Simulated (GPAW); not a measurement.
## Optical response of K

Aim: the dielectric function of K, and the optical constants that follow from it. The cell comes from an older database entry, whose edges can differ from later determinations, mostly by under a per cent.

Calculated with GPAW 26.7.0; DFT, PBE, plane-wave PAW (GPAW data sets), scalar-relativistic, RPA, optical limit.

The database entry behind the starting cell lists a temperature near 5 K, so it need not match the best structure at ambient conditions.

### 1. Starting point

The structure is cubic, space group Im-3m (No. 229). Conventional cell: a = 5.225 Å, b = 5.225 Å, c = 5.225 Å, α = 90.00°, β = 90.00°, γ = 90.00°. Nearest to K lie 8 K at 4.52 Å.

Structure file:

```cif
data_structure
_symmetry_space_group_name_H-M 'Im-3m'
_symmetry_Int_Tables_number 229
_cell_length_a 5.2250
_cell_length_b 5.2250
_cell_length_c 5.2250
_cell_angle_alpha 90.000
_cell_angle_beta 90.000
_cell_angle_gamma 90.000
_cell_volume 142.65
loop_
_atom_site_label
_atom_site_type_symbol
_atom_site_symmetry_multiplicity
_atom_site_Wyckoff_symbol
_atom_site_fract_x
_atom_site_fract_y
_atom_site_fract_z
_atom_site_occupancy
K1 K 2 a 0.00000 0.00000 0.00000 1
```

### 2. Ground state

First the ground state: is it a metal or has it a gap?

This step: DFT, PBE, plane-wave PAW (GPAW data sets), scalar-relativistic, ground state (GPAW 26.7.0).

File gs.py:

```python
from ase import Atoms
from ase.dft.bandgap import bandgap
from gpaw import GPAW, PW, FermiDirac

atoms = Atoms(['K'],
              cell=[[-2.612500000000, 2.612500000000, 2.612500000000],
                    [2.612500000000, -2.612500000000, 2.612500000000],
                    [2.612500000000, 2.612500000000, -2.612500000000]],
              scaled_positions=[[0.000000000000, 0.000000000000, 0.000000000000]],
              pbc=[True, True, True])
atoms.calc = GPAW(mode=PW(500), xc='PBE', kpts={'size': (6, 6, 6), 'gamma': True},
                  occupations=FermiDirac(0.05), maxiter=150, txt='gs.txt')
print('energy (eV)', atoms.get_potential_energy())
print('Fermi level (eV)', atoms.calc.get_fermi_level())
print('valence electrons', atoms.calc.get_number_of_electrons())
print('gap (eV)', bandgap(atoms.calc, output=None)[0])
print('direct gap (eV)', bandgap(atoms.calc, direct=True, output=None)[0])
atoms.calc.write('gs.gpw')
```

Command:

```bash
OMP_NUM_THREADS=1 python gs.py
```

Numbers of over 12 decimals in the logs are rounded to 6 here.

The program printed:

```text
__  _  _
 | _ |_)|_||  |
 |__||  | ||/\| - 26.7.0

Versions:
  Python: 3.12.14
  ASE:    3.29.0
  Numpy:  2.5.5
  Scipy:  1.18.1
  Libxc:  7.0.0

Input parameters:
  mode=PW(ecut=500.0),
  kpts=MonkhorstPack(size=(6, 6, 6), gamma=True),
  maxiter=150,
  occupations=Occupations(name='fermi-dirac', width=0.05, fixmagmom=False),
  xc=XC(name='PBE')

Diagonalizing LCAO Hamiltonian
Converting LCAO to pw mode

       K

Atoms  # Å, Bohr magnetons
|   | symbol |        x |        y |        z |    initial magnetic moments |
| 0 |      K | 0.000000 | 0.000000 | 0.000000 | ( 0.0000,  0.0000,  0.0000) |

Unit cell  # Å
| periodic |         x |         y |         z |  lengths |     angles |
|      yes | -2.612500 |  2.612500 |  2.612500 | 4.524983 | 109.471221 |
|      yes |  2.612500 | -2.612500 |  2.612500 | 4.524983 | 109.471221 |
|      yes |  2.612500 |  2.612500 | -2.612500 | 4.524983 | 109.471221 |

Number of symmetries: 48
Symmetry operations  # r_c * U_cc + t_c -> r_c
|    | kind |            matrix            |
|  0 |  σ   |  1, 1, 1,  0, 0,-1,  0,-1, 0 |
|  1 |  C4  |  1, 1, 1,  0, 0,-1, -1, 0, 0 |
|  2 |  C2  |  1, 1, 1,  0,-1, 0,  0, 0,-1 |
|  3 |  S6  |  1, 1, 1,  0,-1, 0, -1, 0, 0 |
|  4 |  S6  |  1, 1, 1, -1, 0, 0,  0, 0,-1 |
|  5 |  C4  |  1, 1, 1, -1, 0, 0,  0,-1, 0 |
|  6 |  E   |  1, 0, 0,  0, 1, 0,  0, 0, 1 |
|  7 |  σ   |  1, 0, 0,  0, 1, 0, -1,-1,-1 |
|  8 |  σ   |  1, 0, 0,  0, 0, 1,  0, 1, 0 |
|  9 |  C3  |  1, 0, 0,  0, 0, 1, -1,-1,-1 |
| 10 |  C3  |  1, 0, 0, -1,-1,-1,  0, 1, 0 |
| 11 |  σ   |  1, 0, 0, -1,-1,-1,  0, 0, 1 |
| 12 |  σ   |  0, 1, 0,  1, 0, 0,  0, 0, 1 |
| 13 |  C2  |  0, 1, 0,  1, 0, 0, -1,-1,-1 |
| 14 |  C3  |  0, 1, 0,  0, 0, 1,  1, 0, 0 |
| 15 |  S4  |  0, 1, 0,  0, 0, 1, -1,-1,-1 |
| 16 |  S4  |  0, 1, 0, -1,-1,-1,  1, 0, 0 |
| 17 |  C3  |  0, 1, 0, -1,-1,-1,  0, 0, 1 |
| 18 |  C3  |  0, 0, 1,  1, 0, 0,  0, 1, 0 |
| 19 |  S4  |  0, 0, 1,  1, 0, 0, -1,-1,-1 |
| 20 |  σ   |  0, 0, 1,  0, 1, 0,  1, 0, 0 |
| 21 |  C3  |  0, 0, 1,  0, 1, 0, -1,-1,-1 |
| 22 |  C2  |  0, 0, 1, -1,-1,-1,  1, 0, 0 |
| 23 |  S4  |  0, 0, 1, -1,-1,-1,  0, 1, 0 |
| 24 |  C4  |  0, 0,-1,  1, 1, 1,  0,-1, 0 |
| 25 |  σ   |  0, 0,-1,  1, 1, 1, -1, 0, 0 |
| 26 |  S6  |  0, 0,-1,  0,-1, 0,  1, 1, 1 |
| 27 |  C2  |  0, 0,-1,  0,-1, 0, -1, 0, 0 |
| 28 |  C4  |  0, 0,-1, -1, 0, 0,  1, 1, 1 |
| 29 |  S6  |  0, 0,-1, -1, 0, 0,  0,-1, 0 |
| 30 |  S6  |  0,-1, 0,  1, 1, 1,  0, 0,-1 |
| 31 |  C4  |  0,-1, 0,  1, 1, 1, -1, 0, 0 |
| 32 |  C4  |  0,-1, 0,  0, 0,-1,  1, 1, 1 |
| 33 |  S6  |  0,-1, 0,  0, 0,-1, -1, 0, 0 |
| 34 |  σ   |  0,-1, 0, -1, 0, 0,  1, 1, 1 |
| 35 |  C2  |  0,-1, 0, -1, 0, 0,  0, 0,-1 |
| 36 |  C2  | -1, 0, 0,  1, 1, 1,  0, 0,-1 |
| 37 |  S6  | -1, 0, 0,  1, 1, 1,  0,-1, 0 |
| 38 |  S6  | -1, 0, 0,  0, 0,-1,  1, 1, 1 |
| 39 |  C2  | -1, 0, 0,  0, 0,-1,  0,-1, 0 |
| 40 |  C2  | -1, 0, 0,  0,-1, 0,  1, 1, 1 |
| 41 |  i   | -1, 0, 0,  0,-1, 0,  0, 0,-1 |
| 42 |  S4  | -1,-1,-1,  1, 0, 0,  0, 1, 0 |
| 43 |  C3  | -1,-1,-1,  1, 0, 0,  0, 0, 1 |
| 44 |  C3  | -1,-1,-1,  0, 1, 0,  1, 0, 0 |
| 45 |  σ   | -1,-1,-1,  0, 1, 0,  0, 0, 1 |
| 46 |  S4  | -1,-1,-1,  0, 0, 1,  1, 0, 0 |
| 47 |  C2  | -1,-1,-1,  0, 0, 1,  0, 1, 0 |

BZ-sampling:
  Number of BZ points: 216
  Number of IBZ points: 16

  Monkhorst-Pack size: [6, 6, 6]
  Monkhorst-Pack shift: [0.083333, 0.083333, 0.083333]

K-points  # in reciprocal-cell coordinates
|     |                                coordinates |     weight |
|   0 | (  0.00000000,   0.00000000,   0.00000000) | 0.00462963 |
|   1 | (  0.16666667,   0.00000000,   0.00000000) | 0.05555556 |
|   2 | (  0.16666667,   0.16666667,  -0.16666667) | 0.02777778 |
|   3 | (  0.33333333,   0.00000000,  -0.16666667) | 0.11111111 |
|   4 | (  0.33333333,   0.00000000,   0.00000000) | 0.05555556 |
|   5 | (  0.33333333,   0.16666667,  -0.16666667) | 0.11111111 |
|   6 | (  0.33333333,   0.33333333,  -0.33333333) | 0.02777778 |
|   7 | (  0.33333333,   0.33333333,   0.16666667) | 0.05555556 |
|   8 | (  0.33333333,   0.33333333,   0.33333333) | 0.03703704 |
|   9 | (  0.50000000,   0.16666667,   0.16666667) | 0.03703704 |
| ... |                                            |            |
|  15 | (  0.50000000,   0.50000000,   0.50000000) | 0.00462963 |

Plane wave coefficients: 1865
Cutoff: 500.0 eV

Spin-components: 1 (collinear spins)
Bands:           5
Projectors:      5
Spin-degeneracy: 2
Datatype:        complex128

Parallelization:
  kpt:    1
  domain: 1
  band:   1

Density:
  Valence electrons: 9.0
  Components: 1
  Grid points: [24 24 24]
  Charge: 0.0  # |e|

Potential:
  Grid points: [24 24 24]

species:
  K:
    name:    Potassium
    id:
    Z:       19.0
    valence: 9
    core:    10
    charge:  0.0  # [|e|]
    compensation charges:
      type: gauss
      rc: 0.35  # [Å]
      lmax: 2
    cutoffs:
      filter: 1.91  # [Å]
      core: 1.27  # [Å]
    projectors
    | kind |    occ | energy [eV] | rcut [Å] |
    |   3s |  2.000 |     -35.338 |    1.122 |
    |   4s |  1.000 |      -2.319 |    1.122 |
    |   3p |  6.000 |     -18.813 |    1.106 |
    |    p |        |       8.398 |    1.106 |
    |    d |        |       0.000 |    0.937 |

    Using partial waves for K as LCAO basis

Reference energy: -16382.253218  # eV

eigensolver:
  PPCG
  Converge bands: occupied
  niter=2

density mixing:
  MSR1-Mixer
  Pratt-step length: 0.05
  Maximum mixing coefficient: 0.75
  Old densities: 10
  SVD Regularization: 0.005
  Good broyden scale: 1.0
  Trust region scale: 1.0
  Backstep threshold: 4.0
  History deletion threshold: 6.0
  Fourier metric: weight=20.0, sigma=0.015

occupation numbers:
  Fermi-Dirac:
    width: 0.0500  # eV

poisson solver:
  ecut: 4000.0  # eV

xc functional:
  name: PBE with 2 nearest neighbor stencil

convergence criteria:
- Maximum [total energy] change in last 3 cyles: 0.0005 eV / valence electron
- Maximum integral of absolute [dens]ity change: 0.0001 electrons / valence electron
- Maximum integral of absolute [eigenst]ate change: 4e-08 eV^2 / valence electron
maximum number of iterations: 150

SCF iterations
|iter     |      energy | eigst |  dens |
|iter:   1||   -1.410365 | -0.00 |       |
|iter:   2||   -1.381019 | -1.99 | -1.26 |
|iter:   3||   -1.203044 | -1.16 | -1.30 |
|iter:   4||   -1.197287 | -2.13 | -1.76 |
|iter:   5||   -1.197853 | -4.15 | -2.09 |
|iter:   6||   -1.197852c| -5.72 | -3.49 |
|iter:   7||   -1.197852c| -7.05 | -3.86 |
|iter:   8||   -1.197852c| -7.59c| -5.00c|

Converged in 8 steps
SCF loop duration: 2.492 s (0.312 s/step)
Energy contributions relative to reference atoms: (reference = -16382.253218)

Energy contributions:
  Kinetic:          -2.989065
  Coulomb:           3.625887
  Zero:             -0.651196
  External:          0.000000
  Xc:               -1.175766
  Entropy:          -0.015425
  Spinorbit:         0.000000
  ----------------------------
  Free energy:      -1.205564
  Extrapolated:     -1.197852

dipole moment: (-9.529204, -9.529204, -9.529204)  # |e|*Ang

Fermi level: 1.133
Eigenvalues  # (at kpt = [0.000, 0.000, 0.000])
| band index |      eig [eV] | occ [0-2] |
|          0 |       -30.974 |     2.000 |
|          1 |       -14.455 |     2.000 |
|          2 |       -14.455 |     2.000 |
|          3 |       -14.455 |     2.000 |
|          4 |        -1.085 |     2.000 |

No gap
No difference between direct/indirect transitions

--- standard output ---
energy (eV) -1.197852
Fermi level (eV) 1.132720
valence electrons 9.0
gap (eV) 0.0
direct gap (eV) 0.0
```

Wall time 4.6 s (1 thread of Arm Neoverse V1, shared host); peak memory 0.13 GiB.

Read-outs, printed or worked out from the files:

| Quantity | Value |
| --- | --- |
| energy | -1.198 eV |
| Fermi energy | 1.133 eV |
| electrons | 9 |

There are states at the Fermi level within the smearing, so the occupations stay smeared and the carriers get a Drude term.

### 3. Bands for the response

The response needs many more empty bands than the density does.

This step: DFT, PBE, plane-wave PAW (GPAW data sets), scalar-relativistic, bands at fixed density (GPAW 26.7.0).

File nscf.py:

```python
from ase.dft.bandgap import bandgap
from gpaw import GPAW, FermiDirac

calc = GPAW('gs.gpw').fixed_density(kpts={'size': (16, 16, 16), 'gamma': True}, nbands=46, convergence={'bands': 40},
                                    occupations=FermiDirac(0.05), txt='nscf.txt')
print('gap (eV)', bandgap(calc, output=None)[0])
print('direct gap (eV)', bandgap(calc, direct=True, output=None)[0])
print('top band over the Fermi level (eV)', min(calc.get_eigenvalues(kpt=k)[39] for k in range(len(calc.get_ibz_k_points()))) - calc.get_fermi_level())
calc.write('full.gpw', mode='all')
```

Command:

```bash
OMP_NUM_THREADS=1 python nscf.py
```

The program printed:

```text
Diagonalizing LCAO Hamiltonian
Converting LCAO to pw mode
convergence criteria:
- Maximum integral of absolute [eigenst]ate change: 4e-08 eV^2 / valence electron
maximum number of iterations: 150

SCF iterations
|iter     |      energy | eigst |  dens |
|iter:   1||             | +4.06 |       |
|iter:   2||             | +2.74 |       |
|iter:   3||             | +1.61 |       |
|iter:   4||             | +0.49 |       |
|iter:   5||             | -0.64 |       |
|iter:   6||             | -1.63 |       |
|iter:   7||             | -2.62 |       |
|iter:   8||             | -3.56 |       |
|iter:   9||             | -4.55 |       |
|iter:  10||             | -5.52 |       |
|iter:  11||             | -6.44 |       |
|iter:  12||             | -7.07 |       |
|iter:  13||             | -7.58c|       |
SCF steps: 13
  __  _  _
 | _ |_)|_||  |
 |__||  | ||/\| - 26.7.0

Versions:
  Python: 3.12.14
  ASE:    3.29.0
  Numpy:  2.5.5
  Scipy:  1.18.1
  Libxc:  7.0.0

Input parameters:
  mode=PW(ecut=500.0),
  convergence={'bands': 40},
  gpts=array([24, 24, 24]),
  kpts=MonkhorstPack(size=(16, 16, 16), gamma=True),
  maxiter=150,
  nbands=46,
  occupations=Occupations(name='fermi-dirac', width=0.05, fixmagmom=False),
  parallel={},
  xc=XC(name='PBE')

--- standard output ---
gap (eV) 0.0
direct gap (eV) 0.0
top band over the Fermi level (eV) 27.795767
```

Wall time 4.3 min (1 thread); peak memory 0.37 GiB.

### 4. Dielectric function, RPA

Local fields let the induced charge screen the field inside the cell, which as a rule lowers ε, most along directions where the density is uneven.

This step: DFT, PBE, plane-wave PAW (GPAW data sets), scalar-relativistic, RPA, optical limit (GPAW 26.7.0).

File df.py:

```python
from gpaw.response.df import DielectricFunction

df = DielectricFunction('full.gpw', frequencies={'type': 'nonlinear', 'domega0': 0.03, 'omega2': 8},
                        ecut=30,
                        eta=0.2,
                        nbands=40,
                        rate=0.03,
                        txt='df.txt')
for direction in ['x']:
    df.get_dielectric_function(xc='RPA', direction=direction, filename=f'df_{direction}.csv')
```

Command:

```bash
OMP_NUM_THREADS=1 python df.py
```

The program printed:

```text
Using integrator: PointIntegrator
NonLinearFrequencyDescriptor(from 0.000 to 64.253 eV, 496 points)
Nonperiodic BCs:  [False False False]
Using integrator: PointIntegrator
NonLinearFrequencyDescriptor(from 0.000 to 64.253 eV, 496 points)
Nonperiodic BCs:  [False False False]
Using integrator: PointIntegrator

Calculating chi0 body with:
    Ground state adapter containing:
    Number of spins: 1
    Number of kpoints: 4096
    Number of irreducible kpoints: 145
    Number of completely occupied states: 4
    Number of partially occupied states: 6

    Linear response parametrization:
    q_c: [0.0, 0.0, 0.0]
    Number of frequency points: 496
    Planewave cutoff: 30.0
    Number of bands: 40
    Number of planewaves: 19
    Broadening (eta): 0.2

Integrating chi0 body.

Symmetries of q_c:
    Direct symmetries (Uq -> q): 48
    Indirect symmetries (TUq -> q): 0
In total 48 allowed symmetries.

145 groups of equivalent kpoints. 96.4599609375% reduction.

Integral kind: spectral function

Calculating chi0 optical extensions with:
    Ground state adapter containing:
    Number of spins: 1
    Number of kpoints: 4096
    Number of irreducible kpoints: 145
    Number of completely occupied states: 4
    Number of partially occupied states: 6

    Linear response parametrization:
    Number of frequency points: 496
    Planewave cutoff: 30.0
    Number of bands: 40
    Number of planewaves: 19
    Broadening (eta): 0.2
Integrating chi0 head and wings.

Symmetries of q_c:
    Direct symmetries (Uq -> q): 48
    Indirect symmetries (TUq -> q): 0
In total 48 allowed symmetries.

145 groups of equivalent kpoints. 96.4599609375% reduction.

Integral kind: spectral function wings

Calculating drude chi0 with:
    Number of frequency points:496
    Plasma frequency decay rate: 0.03 eV

    Ground state adapter containing:
    Number of spins: 1
    Number of kpoints: 4096
    Number of irreducible kpoints: 145
    Number of completely occupied states: 4
    Number of partially occupied states: 6

Symmetries of q_c:
    Direct symmetries (Uq -> q): 48
    Indirect symmetries (TUq -> q): 0
In total 48 allowed symmetries.

145 groups of equivalent kpoints. 96.4599609375% reduction.

Integral kind: intraband
Plasma frequency:
[[4.17-0.j 0.  +0.j 0.  +0.j]
 [0.  +0.j 4.17-0.j 0.  -0.j]
 [0.  +0.j 0.  -0.j 4.17-0.j]]
```

The job ended after 29 s (1 thread; peak memory 0.2 GiB).

Numbers from this step:

```
main peak of the optical conductivity above 1 eV, first axis : 18.92 eV
centre of weight of the strongest loss peak in the window    : 3.714 eV
```

[end of part 1 of 2]

[Machine, clock and banner lines and Python warnings are left out of the logs.]

[Logs are printed without paths, hosts, clocks, repeated set-up lines and the standing remarks that a program may print on its own settings, such as how far it seeks lower states.]

[Hosts, paths, dates, database ids (printed as entryN), source tags and the programs' standing remarks are cut or masked in the printed files.]
